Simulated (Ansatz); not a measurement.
# MgZrO3 (built on the sites of a database entry of BaZrO3): a soft mode frozen in, part 3 of 3

Aim: this structure of MgZrO3 (built on the sites of a database entry of BaZrO3) is to be tested for unstable modes, and one is followed downhill.

Ansatz 0.2.0; DFT PBEsol, scalar-relativistic, plane waves, norm-conserving pseudopotentials.

So far. Step 5 (Energy along the mode, all amplitudes (two of the runs …): The lowest of the steps tried is the last one, at 0.6 Å, 235 meV/atom below the parent; the bottom of the well need not coincide with a step. Step 7 (The new phase in its own primitive cell): The largest force component left is 0.54 meV/Å and the pressure is -0.004 GPa, within the tolerances set. The cell now holds 14.12 Å³/atom. The relaxed cell has a = 5.729, c = 7.451 Å (conventional setting).

The structure was built from a prototype and need not be the compound's stable phase.

## (8) Modes of the new phase, k-mesh 6×6×6

A relaxed structure may still be a saddle point, so its zone-centre modes are computed. The response to a homogeneous field gives the Born charges and the dielectric tensor, and its change with displacement the Raman tensors.

The input, input.yaml:

```yaml
crystal:
  lattice:
    - [2.8642683027, 1.6536860756, 2.4837406249]
    - [-2.8642683027, 1.6536860756, 2.4837406249]
    - [0.0, -3.3073721512, 2.4837406249]
  atoms:
    - { symbol: Mg, position: [0.890222205, 0.890222205, 0.890222205] }
    - { symbol: Zr, position: [0.5081118588, 0.5081118588, 0.5081118588] }
    - { symbol: O, position: [0.5642352188, 0.5642352188, 0.029080088] }
    - { symbol: O, position: [0.029080088, 0.5642352188, 0.5642352188] }
    - { symbol: O, position: [0.5642352188, 0.029080088, 0.5642352188] }
kpoints:
  mp_grid: { grid: [6, 6, 6] }
hamiltonian:
  xc: pbesol
  pseudopotentials: { kind: nc }
scf:
  occupations: { method: fixed }
output:
  eigenvalues: true
phonons:
  method: dfpt
  dielectric: true
  rigid_motions: translations
  raman: true
```

Started as:

```bash
> ansatz run input.yaml --threads 4 --pin off --max-ram 7168MiB --backend cpu --events-out ev --progress --plain --runs-dir out
```

Numbers of over 12 decimals in the logs are rounded to 6 here.

The log of the run:

```text
[...]
Crystal: 5 atoms, lattice volume = 70.587 Å³
Basis set: ecut = 1142.878222 eV, 6265 PW (Γ), exchange–correlation on 96×96×96 points (8 copies of the dense FFT grid, shifted against one another)
Bands: 25, of which v1, the nominal top of the filled ones, is band 20 counted from 1 (19 counted from 0)
Symmetry: 6 space group operations
k-points: 112 of 216 (irreducible under 1 space group operation, time reversal used)
[...]
SCF iter   1: F=—  HF=-4345.060486 eV  |F-HF|=—  |Δ(HF+E_count)|=         —  Δρ=6.55e-2  dr2=3.30e0  ethr=3.10e-3  ⟨swp⟩=5.6  Hψ=12058  notcnv=0  defer=288
[...]
SCF iter  11: F=-4343.776450 eV  HF=-4343.776450 eV  |F-HF|=4.37e-11  |Δ(HF+E_count)|=  5.62e-10  Δρ=2.25e-7  dr2=3.37e-11  ethr=1.00e-12  ⟨swp⟩=15.8  Hψ=20816  notcnv=0
SCF 1 converged in 11 iterations: F = -4343.776450 eV  dr2 = 3.37e-11
NSCF: frozen V_eff on 6 k-points
DFPT response loops at Γ: preconditioner auto → none (the input reference at scf.mixing.eps_inf says where Resta's filter doesn't serve); β = 0.50; Broyden in place of MSR1
[...]
Bands: 21, of which v1, the nominal top of the filled ones, is band 20 counted from 1 (19 counted from 0)
k-points: 60 of 512 (time reversal used)
[...]
Eigensolver: Dense (60 Hₖ)
SCF iter   1: F=—  HF=-4343.763016 eV  |F-HF|=—  |Δ(HF+E_count)|=         —  Δρ=1.60e-4  dr2=1.49e-6  ethr=1.00e-1
[...]
SCF iter   6: F=-4343.763021 eV  HF=-4343.763021 eV  |F-HF|=6.37e-12  |Δ(HF+E_count)|=  1.75e-10  Δρ=9.01e-8  dr2=5.58e-12  ethr=1.00e-12
SCF 1 converged in 6 iterations: F = -4343.763021 eV  dr2 = 5.58e-12
[...]
SCF converged after 11 iterations
Free energy (F): -4343.776450 eV
[...]
Internal energy: -4343.776450 eV  (E = F + TS)
E sigma→0 (E₀):  -4343.776450 eV
Fermi energy:    6.543502 eV
[...]
--- Band table (eV; the first three rows and the last of 112) ---
  k-point 0: bands = [... 16 lower, 4.9253, 5.6997, 5.6997, 5.7737, 8.4580, 10.8267, 10.8267, 11.5799, ... 1 higher]
  k-point 1: bands = [... 16 lower, 4.9443, 5.4738, 5.5192, 5.8590, 8.9741, 10.7762, 11.2426, 11.5346, ... 1 higher]
  k-point 2: bands = [... 16 lower, 4.7167, 5.3092, 5.3207, 5.9061, 10.0529, 10.9304, 11.8132, 12.0807, ... 1 higher]
  k-point 111: bands = [... 16 lower, 2.8501, 6.0249, 6.0249, 6.5435, 10.0112, 12.8675, 13.1611, 13.1611, ... 1 higher]
[...]
k mesh reduced under 1 symmetry operation, with k and −k counted as one. Each operation leaves every solved perturbation unchanged. A smaller set is not considered because the run solves the response to a homogeneous field
  ASR residual: 7.564e-3 → 0.000e0 eV/Å²; symmetrization residual: 5.165e-6 eV/Å²
  ASR residual per site (eV/Å²): 7.56e-3 1.26e-4 8.46e-5 8.46e-5 8.46e-5
[...]
ε∞ (high-frequency dielectric tensor):
        4.188340     0.000000    -0.000000
        0.000000     4.188340    -0.000000
       -0.000000    -0.000000     3.932163
[...]
Born effective charges Z* (e; rows j = field, columns β = displacement):
    site 0:
         2.30269    0.00000   -0.00000
         0.00000    2.30269   -0.00000
        -0.00000   -0.00000    1.97069
    site 1:
         5.39902    0.00000   -0.00000
         0.00000    5.39902   -0.00000
        -0.00000   -0.00000    5.01853
    site 2:
        -1.46526   -0.00000   -0.00000
        -0.00000   -3.66922    1.34802
        -0.00000    1.19820   -2.32974
    site 3:
        -3.11823   -0.95434   -1.16742
        -0.95434   -2.01625   -0.67401
        -1.03768   -0.59910   -2.32974
    site 4:
        -3.11823    0.95434    1.16742
         0.95434   -2.01625   -0.67401
         1.03768   -0.59910   -2.32974
  Z* charge neutrality: 1.914e-3 e pre-enforcement
  solved inside a basis spanned on kpoints, on 8×8×8 k-points: ε∞ is read to err by 1.0e-2, Z* by 1.8e-2 e (field_mesh: kpoints solves on kpoints); Z* is corrected for what the basis lacks
[...]
optical modes at Γ without the LO–TO term, one row a degenerate level:
      ω (cm⁻¹)  modes    IR ((D/Å)²/amu)  static Raman (Å⁴/amu)  depolarisation
        -93.26      1             0.0000                 0.0000               —
        138.89      2            15.9430                24.6716           0.750
        256.82      2            17.4312                15.0922           0.750
        290.08      1             3.9106                14.0409           0.672
        397.99      1            26.1213               174.4058           0.014
        399.43      2             4.9429                14.3852           0.750
        557.12      2            61.8845                22.9944           0.750
        671.38      1             9.7154               106.2342           0.012
  optical modes at Γ + LO–TO along q̂ = [1.0000, 0.0000, 0.0000]:
      ω (cm⁻¹)  modes    IR ((D/Å)²/amu)  static Raman (Å⁴/amu)  depolarisation
        -93.26      1             0.0000                 0.0000               —
        138.89      1             7.9715                12.3358           0.750
        184.33      1             0.4173                 2.4166           0.750
        256.82      1             8.7156                 7.5461           0.750
        290.08      1             3.9106                14.0409           0.672
        320.76      1             2.1302                 8.6602           0.750
        397.99      1            26.1213               174.4058           0.014
        399.43      1             2.4714                 7.1926           0.750
        413.01      1             0.8347                 6.4275           0.750
        557.12      1            30.9423                11.4972           0.750
        671.38      1             9.7154               106.2342           0.012
        780.50      1            46.7186                 7.6111           0.750
  optical modes at Γ + LO–TO along q̂ = [0.0000, 1.0000, 0.0000]:
      ω (cm⁻¹)  modes    IR ((D/Å)²/amu)  static Raman (Å⁴/amu)  depolarisation
        -93.26      1             0.0000                 0.0000               —
        138.89      1             7.9715                12.3358           0.750
        184.33      1             0.4173                 2.4166           0.750
        256.82      1             8.7156                 7.5461           0.750
        290.08      1             3.9106                14.0409           0.672
        320.76      1             2.1302                 8.6602           0.750
        397.99      1            26.1213               174.4058           0.014
        399.43      1             2.4714                 7.1926           0.750
        413.01      1             0.8347                 6.4275           0.750
        557.12      1            30.9423                11.4972           0.750
        671.38      1             9.7154               106.2342           0.012
        780.50      1            46.7186                 7.6111           0.750
  optical modes at Γ + LO–TO along q̂ = [0.0000, 0.0000, 1.0000]:
      ω (cm⁻¹)  modes    IR ((D/Å)²/amu)  static Raman (Å⁴/amu)  depolarisation
        -93.26      1             0.0000                 0.0000               —
        138.89      2            15.9430                24.6716           0.750
        256.82      2            17.4312                15.0922           0.750
        302.17      1             0.2059                16.5412           0.227
        399.43      2             4.9429                14.3852           0.750
        551.80      1             9.6298                20.6157           0.015
        557.12      2            61.8845                22.9944           0.750
        776.49      1            29.9116               162.6973           0.005
```

It took 7.2 min on 4 threads of Arm Neoverse V2, shared host; peak memory 3.1 GiB; 28 min of CPU time.

This step gave:

| Property | Result |
| --- | --- |
| sum-rule residual before enforcement | 0.007564 eV/Å² |
| miss of the charge sum rule | 0.001914 e |
| estimated error of the dielectric tensor | 0.01046 |
| estimated error of the Born charges | 0.01790 e |
| point group | 3m |
| highest optical mode at the zone centre (no LO-TO term) | 671.4 cm⁻¹ |
| lowest optical zone-centre mode | -93.26 cm⁻¹ |
| mean high-frequency dielectric constant | 4.103 |
| largest Born charge (third of the trace) | 5.272 e |
| top of the zone-centre spectrum with the field | 780.5 cm⁻¹ |

Without the LO-TO term. Patterns of degenerate modes are one choice out of their space. Modes at Γ, with each element's share of the kinetic energy (negative means imaginary):

| mode | frequency (cm⁻¹) | symmetry | Mg % | Zr % | O % |
| --- | --- | --- | --- | --- | --- |
| 1 | -93.3 | A2 | 0 | 0 | 100 |
| 2 | 0.0 | acoustic | 15 | 56 | 29 |
| 3 | 0.0 | acoustic | 15 | 56 | 29 |
| 4 | 0.0 | acoustic | 15 | 56 | 29 |
| 5 | 138.9 | E | 47 | 1 | 52 |
| 6 | 138.9 | E | 47 | 1 | 52 |
| 7 | 256.8 | E | 13 | 38 | 50 |
| 8 | 256.8 | E | 13 | 38 | 50 |
| 9 | 290.1 | A1 | 36 | 39 | 24 |
| 10 | 398.0 | A1 | 47 | 3 | 50 |
| 11 | 399.4 | E | 24 | 0 | 76 |
| 12 | 399.4 | E | 24 | 0 | 76 |
| 13 | 557.1 | E | 1 | 5 | 94 |
| 14 | 557.1 | E | 1 | 5 | 94 |
| 15 | 671.4 | A1 | 2 | 2 | 96 |

Displacements in mode 1 (-93.3 cm⁻¹), the largest set to 1:
```
Mg1  0.00  0.00  0.00
Zr2  0.00  0.00  0.00
O3   1.00  0.00  0.00
O4  -0.50  0.87  0.00
O5  -0.50 -0.87  0.00
```

Displacements in mode 13 (557.1 cm⁻¹), the largest set to 1:
```
Mg1  0.03 -0.13  0.00
Zr2  0.03 -0.14  0.00
O3   0.08  1.00 -0.57
O4   0.41 -0.13  0.16
O5  -0.74  0.14  0.40
```

Optical modes at the zone centre, without and with the macroscopic field of the longitudinal modes; each column is sorted by frequency, so a row need not hold one and the same mode. Modes with and without the field, by row:

| rank among optical modes | no field (cm⁻¹) | q along (1, 0, 0) (cm⁻¹) | q along (0, 0, 1) (cm⁻¹) |
| --- | --- | --- | --- |
| 1 | -93.3 | -93.3 | -93.3 |
| 2 | 138.9 | 138.9 | 138.9 |
| 3 | 138.9 | 184.3 | 138.9 |
| 4 | 256.8 | 256.8 | 256.8 |
| 5 | 256.8 | 290.1 | 256.8 |
| 6 | 290.1 | 320.8 | 302.2 |
| 7 | 398 | 398 | 399.4 |
| 8 | 399.4 | 399.4 | 399.4 |
| 9 | 399.4 | 413 | 551.8 |
| 10 | 557.1 | 557.1 | 557.1 |
| 11 | 557.1 | 671.4 | 557.1 |
| 12 | 671.4 | 780.5 | 776.5 |

Born charge (rows field, columns displacement) (e), principal values of the symmetric part by kind of site:

| atom | atoms with these values | low | middle | high | mean |
| --- | --- | --- | --- | --- | --- |
| Mg1 | 1 | 1.97 | 2.30 | 2.30 | 2.19 |
| Zr2 | 1 | 5.02 | 5.40 | 5.40 | 5.27 |
| O3 | 3 | -4.44 | -1.56 | -1.47 | -2.49 |

In full for O3:

```
-1.47  0.00  0.00
 0.00 -3.67  1.35
 0.00  1.20 -2.33
```

High-frequency dielectric tensor:

```
4.19 0.00 0.00
0.00 4.19 0.00
0.00 0.00 3.93
```

Transverse modes; imaginary modes are left out. Lines of the infrared spectrum (strongest = 100):

| position (cm⁻¹) | relative intensity |
| --- | --- |
| 139 | 26 |
| 257 | 28 |
| 290 | 6.3 |
| 398 | 42 |
| 399 | 8.0 |
| 557 | 100 |
| 671 | 16 |

Activity x (w_L - w)^4 (n + 1)/w, 532 nm, 300 K; imaginary modes are left out; modes without the macroscopic field alone. Lines of the Raman spectrum (strongest = 100):

| position (cm⁻¹) | relative intensity |
| --- | --- |
| 139 | 75 |
| 257 | 17 |
| 290 | 13 |
| 398 | 100 |
| 399 | 8.2 |
| 557 | 8.3 |
| 671 | 30 |

Before it was imposed, the acoustic sum rule was missed by 0.0076 eV/Å² and the charge sum rule by 0.0019 e. Small misses are needed for a sound result but don't prove that mesh and cutoff are converged. The lowest optical mode is imaginary, 93.3i cm⁻¹, so the energy falls along it.

## (9) Summary of results

* unstable mode of the parent: q = (0, 0, 0), 258i cm⁻¹
* depth at the lowest point sampled: 235 meV/atom
* largest atomic shift at that point: 0.6 Å
* space group reached (within 0.01 Å): R3m
* energy gained over the parent (first relaxation, on the mesh of the frozen mode): 269 meV/atom
* volume per atom, phase reached: 14.1 Å³
* gap on the k-mesh, phase reached: 1.91 eV
* lowest optical zone-centre mode, phase reached: -93.3 cm⁻¹
* highest optical mode at the zone centre (no LO-TO term), phase reached: 671 cm⁻¹

What this shows: Along this mode the structure falls into R3m, 269 meV/atom below the parent. At the parent's cell the well is 235.1 meV/atom deep on the steps tried, with its lowest point at a shift of 0.6 Å. That is the last step tried, so the steps alone don't bracket the bottom of the well. Relaxing atoms and cell changes the gain by +34.18 meV/atom against the lowest step (energies at zero smearing). The new phase still has an imaginary mode at the zone centre of its cell, so it is a saddle point on the way to a lower structure. Of the 5 patterns followed to their end from this parent, this one ends 85.2 meV/atom above the lowest, R32. Each path keeps the symmetry of its pattern, so a lower phase may lie along a pattern not tried. With the field response the log warns that the k mesh is coarse for the force constants too, so the frequencies may not be converged. The starting cell was built on a prototype and not taken from a measurement, so the phase need not exist.

[Logs are printed without paths, hosts, clocks, repeated set-up lines and the standing remarks that a program may print on its own settings, such as how far it seeks lower states.]

[Hosts, paths, dates, database ids (printed as entryN), source tags and the programs' standing remarks are cut or masked in the printed files.]
